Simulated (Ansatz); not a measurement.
**V(110) film, 1 layer, flat: channels in plane against thickness**

How does quantum confinement change the conductance of V(110) film, 1 layer, flat and thicker films?

Method: Ansatz plane-wave DFT, PBE, PAW files; ballistic transport by layer matching (Landauer), zero bias, in Ansatz 0.2.0.

Most raw output is cut from this account.

**1. The structure**

The cell holds 2 atoms: 2 V. Its edges and angles: a = 11.000 Å, b = 3.026 Å, c = 4.279 Å, α = 90.0°, β = 90.0°, γ = 90.0°. It derives from V. Vacuum lies along a. The structure's axis is c.

**2. With 1 layer**

Vacuum lies along the first vector, which takes one k-point, and the current runs in the film's plane. One period is a perfect wire, so its channels are the result. Energies from -0.27 to 0.27 eV in steps of 0.036 eV cover the slope of the Fermi function at 300 K, so the program can form a conductance.

File input.yaml:

```yaml
crystal:
  lattice:
    - [11.0, 0.0, 0.0]
    - [0.0, 3.026, 0.0]
    - [0.0, 0.0, 4.2794102397]
  atoms:
    - { symbol: V, position: [0.4090909091, 0.0, 0.0] }
    - { symbol: V, position: [0.4090909091, 0.5, 0.5] }
kpoints:
  mp_grid: { grid: [1, 14, 10] }
hamiltonian:
  xc: pbe
scf:
  occupations: { method: fermi_dirac, width: 0.1 }
output:
  transmission:
    leads: [[0, 0]]
    kmesh: [1, 40]
    e_range: [-0.27, 0.27]
    de: 0.036
```

Started as:

```console
ansatz run input.yaml --threads 4 --pin off --max-ram 8192MiB --backend cpu --events-out ev --progress --plain --runs-dir out
```

Wall time 3.3 min (4 threads of Arm Neoverse V2, shared host); peak memory 1 GiB.

This run has no spin polarisation, although V can carry a moment.

Numbers from this step:

* free energy: -5820.0621 eV
* energy at zero smearing: -5819.9820 eV
* Fermi energy: -0.2929 eV
* cell area: 33.29 Å²
* estimated errors of the lead's conductance: 0, 6.7, 0.1 % (band edges, k-mesh, distance from neutral)
* lead conductance per cell: 2.278 G₀

Per spin. The open channels, zone mean, lead by energy, zero at the Fermi level:

| energy (eV) | open channels, zone mean, lead |
| --- | --- |
| -0.270 | 2.58 |
| -0.234 | 2.42 |
| -0.198 | 2.33 |
| -0.162 | 2.27 |
| -0.126 | 2.08 |
| -0.090 | 2.27 |
| -0.054 | 2.23 |
| -0.018 | 2.23 |
| 0.018 | 2.38 |
| 0.054 | 2.23 |
| 0.090 | 2.38 |
| 0.126 | 2.42 |
| 0.162 | 2.52 |
| 0.198 | 2.52 |
| 0.234 | 2.67 |
| 0.270 | 2.73 |

The program's largest error estimate for it is 6.7 %, from the k-mesh.

**3. With 2 layers, thickness 4.279 A**

The film grows to 2 layers.

System of this step: V(110) film, 2 layers, flat. The cell holds 4 atoms: 4 V. Cell: a = 13.140 Å, b = 3.026 Å, c = 4.279 Å, α = 90.0°, β = 90.0°, γ = 90.0°. It derives from V. Vacuum lies along a. The structure's axis is c.

input.yaml, the sections that differ from step 2:

```yaml
crystal:
  lattice:
    - [13.1397051199, 0.0, 0.0]
    - [0.0, 3.026, 0.0]
    - [0.0, 0.0, 4.2794102397]
  atoms:
    - { symbol: V, position: [0.342473439, 0.0, 0.0] }
    - { symbol: V, position: [0.342473439, 0.5, 0.5] }
    - { symbol: V, position: [0.5053161436, 0.5, 0.0] }
    - { symbol: V, position: [0.5053161436, 0.0, 0.5] }
# kpoints, hamiltonian, scf, output: as in step 2
```

Elapsed: 7.7 min, on 4 threads; peak memory 1.5 GiB; 29 min of CPU time.

Numbers from this step:

* free energy: -11645.4732 eV
* energy at zero smearing: -11645.3374 eV
* Fermi energy: 2.390 eV
* cell area: 39.76 Å²
* estimated errors of the lead's conductance: 0, 8.9, 0.1 % (band edges, k-mesh, distance from neutral)
* lead conductance per cell: 3.072 G₀

Per spin. The open channels, zone mean, lead by energy, zero at the Fermi level:

| energy (eV) | open channels, zone mean, lead |
| --- | --- |
| -0.270 | 2.45 |
| -0.234 | 2.5 |
| -0.198 | 2.73 |
| -0.162 | 2.8 |
| -0.126 | 2.85 |
| -0.090 | 2.7 |
| -0.054 | 2.9 |
| -0.018 | 2.95 |
| 0.018 | 3.25 |
| 0.054 | 3.25 |
| 0.090 | 3.2 |
| 0.126 | 3.15 |
| 0.162 | 3.05 |
| 0.198 | 3.1 |
| 0.234 | 2.9 |
| 0.270 | 2.83 |

The lead conductance per cell is 3.07 G₀, 35 % over the 2.28 G₀ of the last finished run.

**4. With 3 layers, thickness 6.419 A**

The film grows to 3 layers.

System of this step: V(110) film, 3 layers, flat. The cell holds 6 atoms: 6 V. Its edges and angles: a = 15.279 Å, b = 3.026 Å, c = 4.279 Å, α = 90.0°, β = 90.0°, γ = 90.0°. It derives from V. Vacuum lies along a. The structure's axis is c.

input.yaml, the sections that differ from step 3:

```yaml
crystal:
  lattice:
    - [15.2794102397, 0.0, 0.0]
    - [0.0, 3.026, 0.0]
    - [0.0, 0.0, 4.2794102397]
  atoms:
    - { symbol: V, position: [0.2945139851, 0.0, 0.0] }
    - { symbol: V, position: [0.2945139851, 0.5, 0.5] }
    - { symbol: V, position: [0.4345524478, 0.5, 0.0] }
    - { symbol: V, position: [0.4345524478, 0.0, 0.5] }
    - { symbol: V, position: [0.5745909104, 0.0, 0.0] }
    - { symbol: V, position: [0.5745909104, 0.5, 0.5] }
# kpoints, hamiltonian, scf, output: as in step 3
```

The job ended after 19 min (4 threads; peak memory 2.1 GiB).

Numbers from this step:

```yaml
free_energy: -17470.4910 eV
energy_at_zero_smearing: -17470.3132 eV
fermi_energy: 4.266 eV
cell_area: 46.24 Å²
estimated_errors_of_the_lead_s_conductance: 0, 8.2, 0.4 % (band edges, k-mesh, distance from neutral)
lead_conductance_per_cell: 3.526 G₀
```

Per spin. The open channels, zone mean, lead by energy, zero at the Fermi level:

| energy (eV) | open channels, zone mean, lead |
| --- | --- |
| -0.270 | 4.4 |
| -0.234 | 4.12 |
| -0.198 | 3.77 |
| -0.162 | 3.67 |
| -0.126 | 3.83 |
| -0.090 | 3.48 |
| -0.054 | 3.48 |
| -0.018 | 3.48 |
| 0.018 | 3.65 |
| 0.054 | 3.55 |
| 0.090 | 3.75 |
| 0.126 | 3.95 |
| 0.162 | 4.05 |
| 0.198 | 4.17 |
| 0.234 | 3.98 |
| 0.270 | 3.98 |

The lead conductance per cell is 3.53 G₀, 15 % over the 3.07 G₀ of the last finished run, no more than the error estimates, leads' steps apart, of 8.9 and 8.2 % together.

**5. All levels side by side**

Times are for 4 threads of Arm Neoverse V2, shared host. The series side by side:

| no. | layers | lead conductance per cell (G₀) | time | memory (GiB) |
| --- | --- | --- | --- | --- |
| 1 | 1 | 2.278 | 3.3 min | 1.0 |
| 2 | 2 | 3.072 | 7.7 min | 1.5 |
| 3 | 3 | 3.526 | 19 min | 2.1 |

The runs together. Open channels, zone mean against energy, zero at the Fermi level:

| energy (eV) | 1 | 2 | 3 |
| --- | --- | --- | --- |
| -0.270 | 2.58 | 2.45 | 4.4 |
| -0.234 | 2.42 | 2.5 | 4.12 |
| -0.198 | 2.33 | 2.73 | 3.77 |
| -0.162 | 2.27 | 2.8 | 3.67 |
| -0.126 | 2.08 | 2.85 | 3.83 |
| -0.090 | 2.27 | 2.7 | 3.48 |
| -0.054 | 2.23 | 2.9 | 3.48 |
| -0.018 | 2.23 | 2.95 | 3.48 |
| 0.018 | 2.38 | 3.25 | 3.65 |
| 0.054 | 2.23 | 3.25 | 3.55 |
| 0.090 | 2.38 | 3.2 | 3.75 |
| 0.126 | 2.42 | 3.15 | 3.95 |
| 0.162 | 2.52 | 3.05 | 4.05 |
| 0.198 | 2.52 | 3.1 | 4.17 |
| 0.234 | 2.67 | 2.9 | 3.98 |
| 0.270 | 2.73 | 2.83 | 3.98 |

**6. With 4 layers, thickness 8.559 A**

The film grows to 4 layers.

System of this step: V(110) film, 4 layers, flat. The cell holds 8 atoms: 8 V. Cell: a = 17.419 Å, b = 3.026 Å, c = 4.279 Å, α = 90.0°, β = 90.0°, γ = 90.0°. It derives from V. Vacuum lies along a. The structure's axis is c.

input.yaml, the sections that differ from step 4:

```yaml
crystal:
  lattice:
    - [17.4191153596, 0.0, 0.0]
    - [0.0, 3.026, 0.0]
    - [0.0, 0.0, 4.2794102397]
  atoms:
    - { symbol: V, position: [0.2583368849, 0.0, 0.0] }
    - { symbol: V, position: [0.2583368849, 0.5, 0.5] }
    - { symbol: V, position: [0.3811734972, 0.5, 0.0] }
    - { symbol: V, position: [0.3811734972, 0.0, 0.5] }
    - { symbol: V, position: [0.5040101095, 0.0, 0.0] }
    - { symbol: V, position: [0.5040101095, 0.5, 0.5] }
    - { symbol: V, position: [0.6268467218, 0.5, 0.0] }
    - { symbol: V, position: [0.6268467218, 0.0, 0.5] }
# kpoints, hamiltonian, scf, output: as in step 4
```

Elapsed: 26 min, on 4 threads; peak memory 2.7 GiB.

The run was cut off at the time limit after its SCF cycle had converged; no result of it is taken.

The program's message: “Error: SIGTERM received: cancelled by the caller after 84 completed steps of the transmission, in an analysis behind the self-consistent cycle: that cycle's result was reported, and what else the deck …”

**7. Summary of results**

* conductance per cell, 1 layer: 2.28 G₀
* conductance per cell, 2 layers: 3.07 G₀
* conductance per cell, 3 layers: 3.53 G₀

The conductance per cell width goes from 2.28 G0 at 1 to 3.53 G0 at 3 layers. Over the film's own cross-section (layers × spacing × width) the conductance runs from 2.7 to 1.4×10¹⁵ S/m²; that nominal section leaves out the charge that spills into the vacuum, which flatters the thinnest films. The gains from one thickness to the next are 0.79 and 0.45 G0 per added layer; their spread isn't beyond the error estimates. The film repeats perfectly along the current, so nothing scatters; its faces are clean and not relaxed. Very thin films of this metal can turn magnetic, which an unpolarised run can't show. The program's error estimates for the conductances, leads' steps apart, run from 6.7 to 8.9 %.

[Logs are printed without paths, hosts, clocks, repeated set-up lines and the standing remarks that a program may print on its own settings, such as how far it seeks lower states.]

[Hosts, paths, dates, database ids (printed as entryN), source tags and the programs' standing remarks are cut or masked in the printed files.]
